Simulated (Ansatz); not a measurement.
An input for Ansatz 0.2.0 (MnF3 (honeycomb trihalide sheet)):

```yaml
crystal:
  lattice:
    - [4.9375, 0.0, 0.0]
    - [-2.46875, 4.2760004312, 0.0]
    - [0.0, 0.0, 18.212]
  atoms:
    - { symbol: Mn, position: [0.3333333333, 0.6666666667, 0.5] }
    - { symbol: Mn, position: [0.6666666667, 0.3333333333, 0.5] }
    - { symbol: F, position: [0.36, 0.0, 0.5607291895] }
    - { symbol: F, position: [0.0, 0.36, 0.5607291895] }
    - { symbol: F, position: [0.64, 0.64, 0.5607291895] }
    - { symbol: F, position: [0.64, 0.0, 0.4392708105] }
    - { symbol: F, position: [0.0, 0.64, 0.4392708105] }
    - { symbol: F, position: [0.36, 0.36, 0.4392708105] }
  periodic: [true, true, false]
kpoints:
  mp_grid: { grid: [6, 6, 1] }
hamiltonian:
  xc: pbesol
scf:
  occupations: { method: fermi_dirac, width: 0.02 }
relax:
  f_tol: 0.01
  max_steps: 80
  cell: {}
```

```sh
ansatz run input.yaml --threads 4 --pin off --max-ram 14745MiB --backend cpu --events-out ev --progress --plain --runs-dir out
```

**Question.** How long will it take on 4 threads of Arm Neoverse V1, shared host, and how much memory?

It took 31 s; on shared hardware allow 15 s to 61 s. Peak host memory was 1.0 GiB. The sizes that set the cost: 10289 plane waves a state, 7 irreducible k points and 76 SCF cycles.

[Paths, hosts, dates, memory and timing lines, banners, echoed tables and standing remarks are left out of the program output.]

[Logs are printed without paths, hosts, clocks, repeated set-up lines and the standing remarks that a program may print on its own settings, such as how far it seeks lower states.]

[Runs of the session that timed out or met a known fault of the program may be left out.]

[Hosts, paths, dates, database ids (printed as entryN), source tags and the programs' standing remarks are cut or masked in the printed files.]
